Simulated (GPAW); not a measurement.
## Screening of a field by Cl/Mo(100)

Aim: the dipole that a field along the normal induces in Cl/Mo(100).

Calculated with GPAW 26.7.0; GPAW, PAW setups; slab in vacuum, relaxation, in the first sound run; inputs show where later runs differ.

### 1. Set-up

The cell holds 6 atoms: 5 Mo and 1 Cl. Cell: a = 3.150 Å, b = 3.150 Å, c = 25.805 Å, α = 90.0°, β = 90.0°, γ = 90.0°. Vacuum lies along c.

Coordinates:

```
Mo Cl
1.0
     3.15000    0.00000    0.00000
     0.00000    3.15000    0.00000
     0.00000    0.00000   25.80469
Mo Cl
5 1
Cartesian
  0.0000 0.0000 9.0000
  1.5750 1.5750 10.5750
  0.0000 0.0000 12.1500
  1.5750 1.5750 13.7250
  0.0000 0.0000 15.3000
  1.5750 1.5750 16.8047
```

### 2. Relaxing the atoms

Forces are removed first; all later runs use this geometry. The lowest 3 atoms are held at bulk positions and keep their forces.

File run.py:

```python
import json
import numpy as np
from ase import Atoms
from ase.constraints import FixAtoms
from ase.optimize import BFGS
from gpaw import GPAW, PW

slab = Atoms(
    ['Mo', 'Mo', 'Mo', 'Mo', 'Mo', 'Cl'],
    positions=[
        [0.00000, 0.00000, 9.00000],
        [1.57500, 1.57500, 10.57500],
        [0.00000, 0.00000, 12.15000],
        [1.57500, 1.57500, 13.72500],
        [0.00000, 0.00000, 15.30000],
        [1.57500, 1.57500, 16.80469]],
    cell=[[3.15, 0.0, 0.0], [0.0, 3.15, 0.0], [0.0, 0.0, 25.80469]],
    pbc=[True, True, False])

slab.calc = GPAW(mode=PW(400), xc='PBE', kpts={'size': (10, 10, 1), 'gamma': True},
                 occupations={'name': 'fermi-dirac', 'width': 0.1}, nbands='160%',
                 convergence={'density': 1e-05}, maxiter=200,
                 poissonsolver={'dipolelayer': 'xy'},
                 symmetry={'tolerance': 1e-3, 'extra_ids': [1, 1, 1, 0, 0, 0]}, txt='slab.txt')
result = {}
slab.set_constraint(FixAtoms([0, 1, 2]))
path = []
opt = BFGS(slab, maxstep=0.2)
opt.attach(lambda: path.append((slab.get_potential_energy(), slab.positions.tolist(), slab.get_forces().tolist())))
result['relaxed'] = bool(opt.run(fmax=0.03, steps=40))
result['path'] = path
energy = slab.get_potential_energy()
fermi = slab.calc.get_fermi_level()
v = slab.calc.get_electrostatic_potential().mean((0, 1)) - fermi
n = slab.calc.get_pseudo_density().mean((0, 1))
L = slab.cell[2, 2]
z = np.arange(len(v)) * L / len(v)
low, high = slab.positions[:, 2].min(), slab.positions[:, 2].max()
below, above = np.interp([low - 6.8, high + 6.8], z, v)
slopes = [np.interp(x, z, np.gradient(v, z)) for x in (low - 6.8, high + 6.8)]
eps = np.array([[slab.calc.get_eigenvalues(k, s) for k in range(len(slab.calc.get_ibz_k_points()))]
                for s in range(slab.calc.get_number_of_spins())]) - fermi
top, bottom = eps[eps < 0].max(), eps[eps > 0].min()
dipole = slab.get_dipole_moment()[2]
print(f'energy {energy:.4f} eV, Fermi level {fermi:.4f} eV, dipole {dipole:.5f} e A')
print(f'potential 6.8 A off the faces, from the Fermi level: lower {below:.4f} eV, upper {above:.4f} eV')
print(f'slope of the potential there: lower {slopes[0]:.5f}, upper {slopes[1]:.5f} eV/A')
print(f'nearest levels on the mesh: {top:.4f} and {bottom:.4f} eV')
print('magnetic moment', round(slab.get_magnetic_moment(), 3))
result.update(energy=energy, fermi=fermi, dipole=dipole, below=below, above=above, slopes=slopes, edges=[top, bottom],
              z=z.tolist(), v=v.tolist(), n=n.tolist(), positions=slab.positions.tolist(),
              forces=slab.get_forces(apply_constraint=False).tolist(), moments=slab.get_magnetic_moments().tolist())
json.dump(result, open('result.json', 'w'))
```

Command:

```
$ OMP_NUM_THREADS=1 OPENBLAS_NUM_THREADS=1 python run.py
```

Log:

```text
Step          Energy          fmax
BFGS:    0      -55.776861        0.869280
BFGS:    1      -55.798264        0.787782
BFGS:    2      -55.859479        0.342040
BFGS:    3      -55.862240        0.190991
BFGS:    4      -55.863458        0.196444
BFGS:    5      -55.870043        0.154491
BFGS:    6      -55.871356        0.137612
BFGS:    7      -55.872646        0.144056
BFGS:    8      -55.873204        0.113481
BFGS:    9      -55.873831        0.034282
BFGS:   10      -55.873925        0.009251
energy -55.7715 eV, Fermi level 1.7126 eV, dipole -0.07356 e A
potential 6.8 A off the faces, from the Fermi level: lower 3.9759 eV, upper 5.3246 eV
slope of the potential there: lower -0.00014, upper 0.00010 eV/A
nearest levels on the mesh: -0.0192 and 0.0022 eV
magnetic moment 0.0
```

Elapsed: 25 min, on 1 thread of Arm Neoverse V2, shared host; peak memory 0.3 GiB.

This run has no spin polarisation, although Mo can carry a moment.

The steps of the relaxation:

```csv
step,energy less that of the first step (eV),largest force (eV/Å)
1,0.0000,0.8693
2,-0.0217,0.7878
3,-0.0893,0.3420
4,-0.0908,0.1910
5,-0.0917,0.1964
6,-0.0968,0.1545
7,-0.0984,0.1376
8,-0.1005,0.1441
9,-0.1015,0.1135
10,-0.1028,0.0343
11,-0.1030,0.0093
```

The atoms that moved most (Å):

```
atom     dx     dy      dz  length
 Cl6  0.000  0.000   0.175   0.175
 Mo4  0.000  0.000  -0.043   0.043
```

Final coordinates:

```cif
data_structure
_symmetry_space_group_name_H-M 'P 1'
_symmetry_Int_Tables_number 1
_cell_length_a 3.1500
_cell_length_b 3.1500
_cell_length_c 25.8047
_cell_angle_alpha 90.000
_cell_angle_beta 90.000
_cell_angle_gamma 90.000
_cell_volume 256.05
loop_
_atom_site_label
_atom_site_type_symbol
_atom_site_fract_x
_atom_site_fract_y
_atom_site_fract_z
_atom_site_occupancy
Mo1 Mo 0.00000 0.00000 0.34877 1
Mo2 Mo 0.50000 0.50000 0.40981 1
Mo3 Mo 0.00000 0.00000 0.47084 1
Mo4 Mo 0.50000 0.50000 0.53021 1
Mo5 Mo 0.00000 0.00000 0.59291 1
Cl6 Cl 0.50000 0.50000 0.65802 1
```

Numbers from this step:

| Item | Value |
| --- | --- |
| dipole along the normal | -0.07356 e·Å |
| levels nearest the Fermi level on the mesh | -0.01922, 0.002234 eV from the Fermi level |
| upper work function | 5.325 eV |
| lower work function | 3.976 eV |

The electrostatic potential energy of an electron (without an applied field's), less the Fermi level, planar mean by z:

```csv
z (Å),"electrostatic potential energy of an electron (without an applied field's), less the Fermi level, planar mean (eV)"
0.0,4.65
0.5,3.98
1.0,3.98
1.5,3.98
2.0,3.98
2.5,3.98
3.0,3.98
3.5,3.98
4.0,3.97
4.5,3.97
5.0,3.97
5.5,3.96
6.0,3.92
6.5,3.82
7.0,3.51
7.5,2.60
8.0,-0.121
8.5,-8.64
9.0,-19.0
9.5,-10.5
10.0,-9.10
10.5,-19.1
11.0,-12.6
11.5,-8.65
12.0,-18.5
12.5,-14.5
13.0,-8.80
13.5,-17.8
14.0,-14.5
14.5,-6.85
15.0,-15.2
15.5,-17.3
16.0,-5.70
16.5,-6.21
17.0,-16.4
17.5,-2.47
18.0,3.81
18.5,5.04
19.0,5.27
19.5,5.31
20.0,5.32
20.5,5.32
21.0,5.32
21.5,5.32
22.0,5.32
22.5,5.32
23.0,5.32
23.5,5.32
24.0,5.32
24.5,5.32
25.0,5.32
25.5,5.19
```

The pseudo valence density, planar mean oscillates, so the rows of the table below give means over windows of 1.51 Å about each position, cut where the curve ends. Its maxima inside the range that stand out by 2 % of the span (Å: e/Å³): 9.0: 1.44, 10.5: 1.45, 12.3: 1.39, 13.8: 1.42, 15.3: 1.44, 16.8: 0.503. Its minima: 9.7: 0.509, 11.4: 0.484, 12.9: 0.511, 14.4: 0.481, 16.1: 0.356.

The pseudo valence density, planar mean by z; means over each step:

z (Å), pseudo valence density, planar mean (e/Å³) and a bar:
```
     3.78       0.00 
     5.29       0.00 
     6.80       0.01 
     8.31       0.51 #################
     9.82       0.87 #############################
    11.33       0.87 #############################
    12.84       0.91 ##############################
    14.35       0.85 ############################
    15.86       0.75 #########################
    17.37       0.35 ###########
    18.88       0.01 
    20.39       0.00
```

The relaxation lowered the energy of the cell by 0.103 eV (energies extrapolated to zero smearing; the optimiser's log prints free energies). The largest force left on a free atom is 0.0093 eV/Å.

### 3. Plane waves, PBE

The work function is the vacuum plateau of the electrostatic potential less the Fermi level; a dipole layer lets the two faces have plateaus of their own.

This step: GPAW, PAW setups; slab in vacuum (GPAW 26.7.0).

run.py: that of step 2 with these lines changed.

```diff
@@ -3,4 +3,2 @@
 from ase import Atoms
-from ase.constraints import FixAtoms
-from ase.optimize import BFGS
 from gpaw import GPAW, PW
@@ -13,5 +11,5 @@
         [0.00000, 0.00000, 12.15000],
-        [1.57500, 1.57500, 13.72500],
-        [0.00000, 0.00000, 15.30000],
-        [1.57500, 1.57500, 16.80469]],
+        [1.57500, 1.57500, 13.68194],
+        [-0.00000, 0.00000, 15.29998],
+        [1.57500, 1.57500, 16.98002]],
     cell=[[3.15, 0.0, 0.0], [0.0, 3.15, 0.0], [0.0, 0.0, 25.80469]],
@@ -23,10 +21,4 @@
                  poissonsolver={'dipolelayer': 'xy'},
-                 symmetry={'tolerance': 1e-3, 'extra_ids': [1, 1, 1, 0, 0, 0]}, txt='slab.txt')
+                 symmetry={'tolerance': 1e-3}, txt='slab.txt')
 result = {}
-slab.set_constraint(FixAtoms([0, 1, 2]))
-path = []
-opt = BFGS(slab, maxstep=0.2)
-opt.attach(lambda: path.append((slab.get_potential_energy(), slab.positions.tolist(), slab.get_forces().tolist())))
-result['relaxed'] = bool(opt.run(fmax=0.03, steps=40))
-result['path'] = path
 energy = slab.get_potential_energy()
```

Log:

```text
energy -55.7715 eV, Fermi level 1.7126 eV, dipole -0.07386 e A
potential 6.8 A off the faces, from the Fermi level: lower 3.9763 eV, upper 5.3240 eV
slope of the potential there: lower -0.00010, upper 0.00006 eV/A
nearest levels on the mesh: -0.0193 and 0.0024 eV
magnetic moment 0.0
```

Run time: 3 min. Hardware: 1 thread; peak memory 0.3 GiB.

Numbers from this step:

| Quantity | Value |
| --- | --- |
| dipole along the normal | -0.07386 e·Å |
| levels nearest the Fermi level on the mesh | -0.01925, 0.002355 eV from the Fermi level |
| upper work function | 5.324 eV |

The electrostatic potential energy of an electron (without an applied field's), less the Fermi level, planar mean oscillates, so the rows of the table below give means over windows of 1.61 Å about each position, cut where the curve ends. Its maxima inside the range that stand out by 2 % of the span (Å: eV): 9.8: -7.38, 11.4: -7.95, 12.9: -8.50, 14.5: -6.82, 16.2: -3.79. Its minima: 9.0: -19.1, 10.5: -19.5, 12.1: -19.9, 13.7: -19.5, 15.3: -19.5, 17.0: -16.6.

Electrostatic potential energy of an electron (without an applied field's), less the Fermi level, planar mean against z; means over each step:

```csv
z (Å),"electrostatic potential energy of an electron (without an applied field's), less the Fermi level, planar mean (eV)"
0.81,4.05
2.42,3.98
4.02,3.97
5.63,3.94
7.24,2.71
8.85,-11.5
10.46,-13.2
12.07,-13.6
13.68,-13.2
15.29,-12.6
16.90,-8.02
18.51,4.57
20.12,5.32
21.73,5.32
23.34,5.32
24.95,5.28
```

The pseudo valence density, planar mean oscillates, so the rows of the table below give means over windows of 1.51 Å about each position, cut where the curve ends. Its maxima inside the range that stand out by 2 % of the span (Å: e/Å³): 9.0: 1.44, 10.5: 1.45, 12.3: 1.39, 13.8: 1.42, 15.3: 1.44, 16.8: 0.503. Its minima: 9.7: 0.509, 11.4: 0.484, 12.9: 0.511, 14.4: 0.481, 16.1: 0.356.

Pseudo valence density, planar mean against z; means over each step:

```
z (Å)  pseudo valence density, planar mean (e/Å³)
 3.78                                      1.7e-5
 5.29                                      4.6e-4
 6.80                                      0.0119
 8.31                                       0.513
 9.82                                       0.873
11.33                                       0.874
12.84                                       0.911
14.35                                       0.849
15.86                                       0.746
17.37                                       0.348
18.88                                      0.0133
20.39                                      9.6e-5
```

Force by atom:

```csv
atom,x (eV/Å),y (eV/Å),z (eV/Å),size
Mo1,0.00,0.00,1.35,1.35
Mo2,0.00,0.00,-1.32,1.32
Mo3,0.00,0.00,-0.03,0.03
Mo4,0.00,0.00,0.01,0.01
Mo5,0.00,0.00,0.00,0.00
Cl6,0.00,0.00,-0.01,0.01
```

The potential is flat to 1.0e-4 eV/Å where it is read, so the vacuum is wide enough.

### 4. In a field

A uniform field along the normal polarises the slab; the atoms stay fixed, so this is the electronic response alone.

run.py: that of step 3 with these lines changed.

```diff
@@ -4,2 +4,3 @@
 from gpaw import GPAW, PW
+from gpaw.external import ConstantElectricField
 
@@ -21,2 +22,3 @@
                  poissonsolver={'dipolelayer': 'xy'},
+                 external=ConstantElectricField(-0.2, [0, 0, 1]),
                  symmetry={'tolerance': 1e-3}, txt='slab.txt')
```

Log:

```text
energy -55.7986 eV, Fermi level 1.7816 eV, dipole -0.19391 e A
potential 6.8 A off the faces, from the Fermi level: lower 2.7668 eV, upper 6.3031 eV
slope of the potential there: lower -0.00008, upper 0.00006 eV/A
nearest levels on the mesh: -0.0117 and 0.0016 eV
magnetic moment 0.0
```

Wall time 5.5 min (1 thread); peak memory 0.53 GiB.

Numbers from this step:

- dipole along the normal: -0.1939 e·Å
- levels nearest the Fermi level on the mesh: -0.01174, 0.001642 eV from the Fermi level
- potential below the slab, the applied field's own ramp left out: 2.767 eV from the Fermi level
- potential above the slab, the applied field's own ramp left out: 6.303 eV from the Fermi level

Table of electrostatic potential energy of an electron (without an applied field's), less the Fermi level, planar mean by z:

```csv
z (Å),"electrostatic potential energy of an electron (without an applied field's), less the Fermi level, planar mean (eV)"
0.0,4.54
0.5,2.77
1.0,2.77
1.5,2.77
2.0,2.77
2.5,2.77
3.0,2.77
3.5,2.77
4.0,2.77
4.5,2.77
5.0,2.76
5.5,2.75
6.0,2.72
6.5,2.63
7.0,2.36
7.5,1.51
8.0,-1.12
8.5,-9.53
9.0,-19.7
9.5,-11.2
10.0,-9.68
10.5,-19.6
11.0,-12.9
11.5,-8.93
12.0,-18.7
12.5,-14.6
13.0,-8.78
13.5,-17.7
14.0,-14.3
14.5,-6.52
15.0,-14.8
15.5,-16.7
16.0,-5.09
16.5,-5.51
17.0,-15.6
17.5,-1.60
18.0,4.74
18.5,6.00
19.0,6.24
19.5,6.29
20.0,6.30
20.5,6.30
21.0,6.30
21.5,6.30
22.0,6.30
22.5,6.30
23.0,6.30
23.5,6.30
24.0,6.30
24.5,6.30
25.0,6.30
25.5,5.94
```

Force by atom:

```csv
atom,x (eV/Å),y (eV/Å),z (eV/Å),size
Mo1,0.00,0.00,1.35,1.35
Mo2,0.00,0.00,-1.33,1.33
Mo3,0.00,0.00,-0.03,0.03
Mo4,0.00,0.00,0.01,0.01
Mo5,0.00,0.00,-0.03,0.03
Cl6,0.00,0.00,0.02,0.02
```

The dipole is now -0.194 e Å, against -0.074 in the run without a field.

### 5. Field on

run.py: that of step 4 with these lines changed.

```diff
@@ -22,3 +22,3 @@
                  poissonsolver={'dipolelayer': 'xy'},
-                 external=ConstantElectricField(-0.2, [0, 0, 1]),
+                 external=ConstantElectricField(-0.1, [0, 0, 1]),
                  symmetry={'tolerance': 1e-3}, txt='slab.txt')
```

Log:

```text
energy -55.7821 eV, Fermi level 1.7478 eV, dipole -0.13399 e A
potential 6.8 A off the faces, from the Fermi level: lower 3.3695 eV, upper 5.8130 eV
slope of the potential there: lower -0.00009, upper 0.00006 eV/A
nearest levels on the mesh: -0.0201 and 0.0022 eV
magnetic moment 0.0
```

Elapsed: 6.2 min, on 1 thread; peak memory 0.54 GiB.

Numbers from this step:

| Item | Value |
| --- | --- |
| dipole along the normal | -0.1340 e·Å |
| levels nearest the Fermi level on the mesh | -0.02006, 0.002177 eV from the Fermi level |
| potential below the slab, the applied field's own ramp left out | 3.370 eV from the Fermi level |
| potential above the slab, the applied field's own ramp left out | 5.813 eV from the Fermi level |

The electrostatic potential energy of an electron (without an applied field's), less the Fermi level, planar mean oscillates, so the rows of the table below give means over windows of 1.61 Å about each position, cut where the curve ends. Its maxima inside the range that stand out by 2 % of the span (Å: eV): 9.8: -7.69, 11.4: -8.11, 12.9: -8.50, 14.5: -6.65, 16.2: -3.46, 25.4: 5.81. Its minima: 9.0: -19.5, 10.5: -19.8, 12.1: -19.9, 13.7: -19.5, 15.3: -19.3, 17.0: -16.2.

The electrostatic potential energy of an electron (without an applied field's), less the Fermi level, planar mean by z; means over each step:

z (Å), electrostatic potential energy of an electron (without an applied field's), less the Fermi level, planar mean (eV) and a bar from the least value:
```
     0.81        3.5 ##########################
     2.42        3.4 ##########################
     4.02        3.4 ##########################
     5.63        3.3 ##########################
     7.24        2.2 ########################
     8.85      -11.9 ###
    10.46      -13.4 
    12.07      -13.6 
    13.68      -13.1 #
    15.29      -12.3 ##
    16.90       -7.6 #########
    18.51        5.1 #############################
    20.12        5.8 ##############################
    21.73        5.8 ##############################
    23.34        5.8 ##############################
    24.95        5.7 ##############################
```

Force by atom:

| atom | x (eV/Å) | y (eV/Å) | z (eV/Å) | size |
| --- | --- | --- | --- | --- |
| Mo1 | 0.00 | 0.00 | 1.35 | 1.35 |
| Mo2 | 0.00 | 0.00 | -1.32 | 1.32 |
| Mo3 | 0.00 | 0.00 | -0.03 | 0.03 |
| Mo4 | 0.00 | 0.00 | 0.01 | 0.01 |
| Mo5 | 0.00 | 0.00 | -0.01 | 0.01 |
| Cl6 | 0.00 | 0.00 | 0.01 | 0.01 |

The dipole is now -0.134 e Å, against -0.074 in the run without a field.

### 6. In a field

run.py: that of step 5 with these lines changed.

```diff
@@ -22,3 +22,3 @@
                  poissonsolver={'dipolelayer': 'xy'},
-                 external=ConstantElectricField(-0.1, [0, 0, 1]),
+                 external=ConstantElectricField(-0.05, [0, 0, 1]),
                  symmetry={'tolerance': 1e-3}, txt='slab.txt')
```

Log:

```text
energy -55.7760 eV, Fermi level 1.7303 eV, dipole -0.10401 e A
potential 6.8 A off the faces, from the Fermi level: lower 3.6720 eV, upper 5.5688 eV
slope of the potential there: lower -0.00009, upper 0.00006 eV/A
nearest levels on the mesh: -0.0197 and 0.0021 eV
magnetic moment 0.0
```

Run time: 6 min. Hardware: 1 thread; peak memory 0.53 GiB.

The electrostatic potential energy of an electron (without an applied field's), less the Fermi level, planar mean oscillates, so the rows of the table below give means over windows of 1.61 Å about each position, cut where the curve ends. Its maxima inside the range that stand out by 2 % of the span (Å: eV): 9.8: -7.53, 11.4: -8.03, 12.9: -8.50, 14.5: -6.74, 16.2: -3.62, 25.4: 5.57. Its minima: 9.0: -19.3, 10.5: -19.7, 12.1: -19.9, 13.7: -19.5, 15.3: -19.4, 17.0: -16.4.

The electrostatic potential energy of an electron (without an applied field's), less the Fermi level, planar mean by z; means over each step:

| z (Å) | electrostatic potential energy of an electron (without an applied field's), less the Fermi level, planar mean (eV) |
| --- | --- |
| 0.81 | 3.78 |
| 2.42 | 3.67 |
| 4.02 | 3.67 |
| 5.63 | 3.64 |
| 7.24 | 2.43 |
| 8.85 | -11.7 |
| 10.46 | -13.3 |
| 12.07 | -13.6 |
| 13.68 | -13.1 |
| 15.29 | -12.5 |
| 16.90 | -7.83 |
| 18.51 | 4.81 |
| 20.12 | 5.56 |
| 21.73 | 5.57 |
| 23.34 | 5.57 |
| 24.95 | 5.51 |

### 7. Field on

run.py: that of step 6 with these lines changed.

```diff
@@ -22,3 +22,3 @@
                  poissonsolver={'dipolelayer': 'xy'},
-                 external=ConstantElectricField(-0.05, [0, 0, 1]),
+                 external=ConstantElectricField(0.05, [0, 0, 1]),
                  symmetry={'tolerance': 1e-3}, txt='slab.txt')
```

Log:

```text
energy -55.7685 eV, Fermi level 1.6944 eV, dipole -0.04381 e A
potential 6.8 A off the faces, from the Fermi level: lower 4.2812 eV, upper 5.0802 eV
slope of the potential there: lower -0.00011, upper 0.00006 eV/A
nearest levels on the mesh: -0.0189 and 0.0024 eV
magnetic moment 0.0
```

It took 6.8 min on 1 thread; peak memory 0.53 GiB.

### 8. In a field

run.py: that of step 7 with these lines changed.

```diff
@@ -22,3 +22,3 @@
                  poissonsolver={'dipolelayer': 'xy'},
-                 external=ConstantElectricField(0.05, [0, 0, 1]),
+                 external=ConstantElectricField(0.1, [0, 0, 1]),
                  symmetry={'tolerance': 1e-3}, txt='slab.txt')
```

Log:

```text
energy -55.7671 eV, Fermi level 1.6759 eV, dipole -0.01367 e A
potential 6.8 A off the faces, from the Fermi level: lower 4.5873 eV, upper 4.8366 eV
slope of the potential there: lower -0.00012, upper 0.00006 eV/A
nearest levels on the mesh: -0.0185 and 0.0024 eV
magnetic moment 0.0
```

Wall time 6.3 min (1 thread); peak memory 0.53 GiB.

(Part 1 of 2 ends here.)

[Logs are printed without paths, hosts, clocks, repeated set-up lines and the standing remarks that a program may print on its own settings, such as how far it seeks lower states.]

[Hosts, paths, dates, database ids (printed as entryN), source tags and the programs' standing remarks are cut or masked in the printed files.]
